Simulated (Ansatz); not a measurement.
## HfN (F-43m): the cell at rest

Wanted: the relaxed cell of HfN (F-43m).

Main program and level: Ansatz 0.2.0; DFT PBEsol, scalar-relativistic, plane waves, PAW.

## (1) Starting point

Symmetry: F-43m, No. 216, cubic system. Conventional cell: a = 4.910 Å, b = 4.910 Å, c = 4.910 Å, α = 90.00°, β = 90.00°, γ = 90.00°. Nearest to Hf lie 4 N at 2.13 Å. N has 4 Hf at 2.13 Å nearest. Farther neighbours and most contacts between anions are not listed.

## (2) A coarse first look

First a cheap look: the gap decides the mesh and the occupations, the pressure tells how far the cell has to move.

input.yaml reads:

```yaml
crystal:
  lattice:
    - [0.0, 2.454822, 2.454822]
    - [2.454822, 0.0, 2.454822]
    - [2.454822, 2.454822, 0.0]
  atoms:
    - { symbol: Hf, position: [0.0, 0.0, 0.0] }
    - { symbol: "N", position: [0.75, 0.75, 0.75] }
kpoints:
  mp_grid: { grid: [6, 6, 6] }
hamiltonian:
  xc: pbesol
scf:
  occupations: { method: gaussian, width: 0.1 }
output:
  forces: true
  stress: true
  eigenvalues: true
```

On the command line:

```
> ansatz run input.yaml --threads 4 --pin off --max-ram 7168MiB --backend cpu --events-out ev --progress --plain --runs-dir out
```

Numbers of over 12 decimals in the logs are rounded to 6 here.

Output:

```text
Engine: ansatz 0.2.0, aarch64-unknown-linux-gnu
Pseudopotentials: kind: paw
Pseudopotential: Hf, paw, valence charge 26, recommended cutoff 420 eV (normal), Hf.paw.azcp
Pseudopotential: N, paw, valence charge 5, recommended cutoff 420 eV (normal), N.paw.azcp
Functional definition: PBEsol
  exchange = pbesol_x
  correlation = pbesol_c
Crystal: 2 atoms, lattice volume = 29.586 Å³
[...]
--- Band table (eV; the first three rows and the last of 16) ---
  k-point 0: bands = [... 12 lower, 12.2206, 12.2206, 12.2206, 16.9973, 19.8691, 19.8691, 24.2598, 24.2598]
  k-point 1: bands = [... 12 lower, 11.7661, 12.4069, 12.4069, 18.2586, 19.5425, 19.5425, 23.6444, 24.6839]
  k-point 2: bands = [... 12 lower, 11.6405, 12.7049, 12.7049, 19.5543, 19.6773, 19.6773, 22.6613, 24.0765]
  k-point 15: bands = [... 12 lower, 11.4599, 13.1966, 14.1032, 16.4182, 19.1879, 21.2562, 22.6072, 23.8735]
[key lines of the parts left out:]
SCF converged after 7 iterations
Free energy (F): -15979.565821 eV
Fermi energy:    17.866042 eV
P = ⅓ Tr σ = -5.1362 GPa (-51.362 kbar)
```

The job ended after 1 s (4 threads of Arm Neoverse V2, shared host; peak memory 0.28 GiB; 1.4 s of CPU time).

This run has no spin polarisation although its electron count is odd.

This step gave:

```yaml
pressure: -5.136 GPa
volume_per_atom: 14.79 Å³
gap_on_the_k_mesh: 0 eV
```

The coarse mesh shows no gap and a pressure of -5.1 GPa.

## (3) Relaxation

The cell and atoms are relaxed, since residual forces and stress would shift the frequencies.

Changes to input.yaml since step 2:

```diff
@@ -9,3 +9,3 @@
 kpoints:
-  mp_grid: { grid: [6, 6, 6] }
+  mp_grid: { grid: [14, 14, 14] }
 hamiltonian:
@@ -18 +18,6 @@
   eigenvalues: true
+relax:
+  adjacent_minimum: "off"
+  f_tol: 0.005
+  max_steps: 80
+  cell: { stress_tol: 0.05 }
```

Output:

```text
[...]
Crystal: 2 atoms, lattice volume = 29.586 Å³
Basis set: ecut = 420 eV, 561 PW (Γ), exchange–correlation on 48×48×48 points (8 copies of the dense FFT grid, shifted against one another)
Bands: 20, of which v1, the nominal top of the filled ones, is band 16 counted from 1 (15 counted from 0)
Symmetry: 24 space group operations
[...]
k-points: 104 of 2744 (time reversal used)
[...]
SCF iter   1: F=—  HF=-15979.582973 eV  |F-HF|=—  |Δ(HF+E_count)|=         —  Δρ=1.72e-2  dr2=9.54e-2  ethr=1.77e-3  ⟨swp⟩=4.4  Hψ=8066  notcnv=0
[...]
SCF iter   8: F=-15979.560868 eV  HF=-15979.560868 eV  |F-HF|=1.63e-9  |Δ(HF+E_count)|=   1.48e-7  Δρ=6.00e-6  dr2=9.86e-9  ethr=3.23e-10  ⟨swp⟩=6.4  Hψ=8500  notcnv=0
SCF 1 converged in 8 iterations: F = -15979.560868 eV  dr2 = 9.86e-9
[...]
relax step   1: F+E_penalty+E_count = -15979.56086781 eV  Δ(F+E_penalty+E_count) = +0.000e0 eV  max|allowed force component| = 3.516e-16 eV/Å  Δτ_max = 0.0000 Å  P = -5.037 GPa  Ω = 29.586 Å³  (8 SCF iters, dr2 threshold 1.00e-7 eV, accepted)
Crystal: 2 atoms, lattice volume = 28.598 Å³
Basis set: ecut = 420 eV, 537 PW (Γ), exchange–correlation on 48×48×48 points (8 copies of the dense FFT grid, shifted against one another)
[...]
iter 1 solved again at ethr=2.23e-5 eV; its pass at ethr=3.10e-3 eV (dr2=6.92e-3 eV) is discarded
[...]
SCF iter   7: F=-15979.574140 eV  HF=-15979.574140 eV  |F-HF|=2.08e-9  |Δ(HF+E_count)|=   7.53e-8  Δρ=1.59e-5  dr2=8.28e-8  ethr=6.45e-10  ⟨swp⟩=5.9  Hψ=9652  notcnv=0
SCF 2 converged in 7 iterations: F = -15979.574140 eV  dr2 = 8.28e-8
relax step   2: F+E_penalty+E_count = -15979.57413996 eV  Δ(F+E_penalty+E_count) = -1.327e-2 eV  max|allowed force component| = 4.718e-16 eV/Å  Δτ_max = 0.0000 Å  P = +1.735 GPa  Ω = 28.598 Å³  energy of the carried Pulay correction = +2.497e-3 eV  (7 SCF iters, dr2 threshold 2.00e-7 eV, accepted)
Crystal: 2 atoms, lattice volume = 28.845 Å³
[...]
SCF iter   6: F=-15979.574783 eV  HF=-15979.574783 eV  |F-HF|=4.79e-8  |Δ(HF+E_count)|=   4.62e-7  Δρ=1.35e-5  dr2=6.01e-8  ethr=6.45e-10  ⟨swp⟩=5.7  Hψ=9686  notcnv=0
SCF 3 converged in 6 iterations: F = -15979.574783 eV  dr2 = 6.01e-8
relax step   3: F+E_penalty+E_count = -15979.57478292 eV  Δ(F+E_penalty+E_count) = -6.430e-4 eV  max|allowed force component| = 3.423e-16 eV/Å  Δτ_max = 0.0000 Å  P = -0.067 GPa  Ω = 28.845 Å³  energy of the carried Pulay correction = +1.865e-3 eV  (6 SCF iters, dr2 threshold 2.00e-7 eV, accepted)
[...]
relax step   4: F+E_penalty+E_count = -15979.57480852 eV  Δ(F+E_penalty+E_count) = -2.560e-5 eV  max|allowed force component| = 3.978e-16 eV/Å  Δτ_max = 0.0000 Å  P = -0.001 GPa  Ω = 28.836 Å³  energy of the carried Pulay correction = +1.889e-3 eV  (4 SCF iters, dr2 threshold 1.12e-8 eV, accepted)
[...]
relax step   5: F+E_penalty+E_count = -15979.57312244 eV  Δ(F+E_penalty+E_count) = +1.686e-3 eV  max|allowed force component| = 3.701e-16 eV/Å  Δτ_max = 0.0000 Å  P = -0.089 GPa  Ω = 28.836 Å³  stress off target by 8.92e-2 GPa  SCF on the basis re-selected at this cell (its energy is not comparable with the rows above)  (7 SCF iters)
[...]
relax step   6: F+E_penalty+E_count = -15979.57315777 eV  Δ(F+E_penalty+E_count) = -3.533e-5 eV  max|allowed force component| = 3.516e-16 eV/Å  Δτ_max = 0.0000 Å  P = -0.000 GPa  Ω = 28.823 Å³  energy of the carried Pulay correction = +3.184e-5 eV  (5 SCF iters, dr2 threshold 1.99e-8 eV, accepted)
[...]
SCF iter   5: F=-15979.573136 eV  HF=-15979.573136 eV  |F-HF|=5.46e-12  |Δ(HF+E_count)|=  2.18e-11  Δρ=1.56e-7  dr2=9.82e-12  ethr=1.00e-12  ⟨swp⟩=5.3  Hψ=9128  notcnv=0
SCF 7 converged in 5 iterations: F = -15979.573136 eV  dr2 = 9.82e-12
relax step   7: F+E_penalty+E_count = -15979.57313580 eV  Δ(F+E_penalty+E_count) = +2.197e-5 eV  max|allowed force component| = 3.608e-16 eV/Å  Δτ_max = 0.0000 Å  P = -0.001 GPa  Ω = 28.823 Å³  stress off target by 8.89e-4 GPa  SCF on the basis re-selected at this cell (its energy is not comparable with the rows above)  (5 SCF iters)
[...]
SCF converged after 5 iterations
Free energy (F): -15979.573136 eV
[...]
Internal energy: -15979.570214 eV  (E = F + TS)
E sigma→0 (E₀):  -15979.571675 eV
Entropy (-TS):   -0.002922 eV (-1.461 meV/atom)
Fermi energy:    18.234845 eV
[...]
--- Stress (GPa, compression-positive) ---
       -0.000889      -0.000000      -0.000000
       -0.000000      -0.000889       0.000000
       -0.000000       0.000000      -0.000889
  P = ⅓ Tr σ = -0.0009 GPa (-0.009 kbar)
--- Band table (eV; the first three rows and the last of 104) ---
  k-point 0: bands = [... 12 lower, 12.6226, 12.6226, 12.6226, 17.5845, 20.4448, 20.4448, 24.9484, 24.9484]
  k-point 1: bands = [... 12 lower, 12.5031, 12.6626, 12.6626, 17.8670, 20.3514, 20.3514, 24.8019, 25.0845]
  k-point 2: bands = [... 12 lower, 12.2533, 12.7709, 12.7709, 18.5748, 20.1596, 20.1596, 24.4559, 25.3502]
  k-point 103: bands = [... 12 lower, 12.2476, 13.2301, 14.6064, 16.8780, 19.6213, 21.8789, 23.3748, 24.8975]
--- Relaxed structure (5 steps of the walk, 5 accepted, 2 SCFs on fresh bases) ---
  F+E_penalty+E_count = -15979.57313580 eV   max|allowed force component| = 3.608e-16 eV/Å   (the final SCF, on the basis selected at the relaxed cell)
  cell:  # Å, volume = 28.8232 Å³
    - [0, 2.433534, 2.433534]
    - [2.433534, 0, 2.433534]
    - [2.433534, 2.433534, 0]
  atoms:
    - { symbol: Hf, position: [0, 0, 0] }
    - { symbol: N, position: [0.75, 0.75, 0.75] }
```

It took 11 s on 4 threads; peak memory 0.4 GiB.

Relaxation path:

| step | energy less that of the first step (eV) | largest force component (eV/Å) | pressure (GPa) | volume (Å³) |
| --- | --- | --- | --- | --- |
| 1 | 0.0000 | 0.0000 | -5.04 | 29.59 |
| 2 | -0.0133 | 0.0000 | 1.74 | 28.60 |
| 3 | -0.0139 | 0.0000 | -0.07 | 28.84 |
| 4 | -0.0139 | 0.0000 | 0.00 | 28.84 |
| 5* | -0.0123 | 0.0000 | -0.09 | 28.84 |
| 6 | -0.0123 | 0.0000 | 0.00 | 28.82 |
| 7* | -0.0123 | 0.0000 | 0.00 | 28.82 |

Relaxation steps marked * repeat the geometry before them on a plane-wave basis chosen anew for their cell, so energy and pressure can jump there.

Forces are held to the 24 operations that the run works with; a distortion that breaks them can't arise in this run.

| conventional cell, symmetrised | before | after | change |
| --- | --- | --- | --- |
| a (Å) | 4.910 | 4.867 | -0.9 % |
| b (Å) | 4.910 | 4.867 | -0.9 % |
| c (Å) | 4.910 | 4.867 | -0.9 % |
| volume (Å³/atom) | 14.79 | 14.41 | -2.6 % |

The relaxed structure:

```xyz
2
Lattice="0.0000 2.4335 2.4335 2.4335 0.0000 2.4335 2.4335 2.4335 0.0000" Properties=species:S:1:pos:R:3 pbc="T T T"
Hf    0.0000    0.0000    0.0000
N     3.6503    3.6503    3.6503
```

This step gave:

* pressure: -8.89e-4 GPa
* volume per atom: 14.41 Å³

In this step the volume went from 14.79 to 14.41 Å³/atom.

## (4) Relaxing to small forces for the phonons

Phonons need a cell at rest on their own settings, so the relaxation is repeated with tight tolerances on forces and stress on the k mesh and occupations of the first response run.

input.yaml reads:

```yaml
crystal:
  lattice:
    - [0.0, 2.4335340877, 2.4335340877]
    - [2.4335340877, 0.0, 2.4335340877]
    - [2.4335340877, 2.4335340877, 0.0]
  atoms:
    - { symbol: Hf, position: [0.0, 0.0, 0.0] }
    - { symbol: "N", position: [0.75, 0.75, 0.75] }
kpoints:
  mp_grid: { grid: [16, 16, 16] }
hamiltonian:
  xc: pbesol
scf:
  occupations: { method: methfessel_paxton, width: 0.15 }
output:
  forces: true
  stress: true
  eigenvalues: true
relax:
  adjacent_minimum: "off"
  f_tol: 0.001
  max_steps: 60
  cell: { stress_tol: 0.01 }
```

Output:

```text
[...]
Crystal: 2 atoms, lattice volume = 28.823 Å³
Basis set: ecut = 420 eV, 537 PW (Γ), exchange–correlation on 48×48×48 points (8 copies of the dense FFT grid, shifted against one another)
Bands: 20, of which v1, the nominal top of the filled ones, is band 16 counted from 1 (15 counted from 0)
Symmetry: 24 space group operations
[...]
k-points: 145 of 4096 (time reversal used)
[...]
k-point 144: bands = [... 12 lower, 12.4191, 13.0512, 14.6112, 16.8741, 19.5964, 21.8830, 23.4017, 24.9722]
--- Relaxed structure (3 steps of the walk, 3 accepted, 1 SCFs on fresh bases) ---
[...]
cell:  # Å, volume = 28.8176 Å³
    - [0, 2.433377, 2.433377]
    - [2.433377, 0, 2.433377]
    - [2.433377, 2.433377, 0]
  atoms:
    - { symbol: Hf, position: [0, 0, 0] }
    - { symbol: N, position: [0.750000, 0.750000, 0.750000] }
[key lines of the parts left out:]
SCF converged after 4 iterations
Free energy (F): -15979.571371 eV
Fermi energy:    18.194681 eV
P = ⅓ Tr σ = -0.0006 GPa (-0.006 kbar)
```

Wall time 7 s (4 threads); peak memory 0.42 GiB; 26 s of CPU time.

Little changed from the start: no atom moved by 0.005 Å and no cell edge by 0.1 %.

This step gave:

```yaml
pressure: -6.17e-4 GPa
```

The forces vanish by symmetry and the pressure is -0.001 GPa, within the tolerances set. The cell now holds 14.41 Å³/atom.

## (5) Results

| Quantity | Value |
| --- | --- |
| space group after relaxation | F-43m |
| lattice constant a | 4.867 Å |
| lattice constant b | 4.867 Å |
| lattice constant c | 4.867 Å |
| volume per atom | 14.4 Å³ |

What this shows: The forces vanish by symmetry and the pressure is -0.001 GPa, within the tolerances set. The cell now holds 14.41 Å³/atom. The relaxation keeps the symmetry of its start, so it says nothing on stability against lower symmetry. The runs are without spin polarisation, although the cell has an odd electron count. Spin-orbit coupling is left out, which can matter for the heavy elements here.

[Logs are printed without paths, hosts, clocks, repeated set-up lines and the standing remarks that a program may print on its own settings, such as how far it seeks lower states.]

[Hosts, paths, dates, database ids (printed as entryN), source tags and the programs' standing remarks are cut or masked in the printed files.]
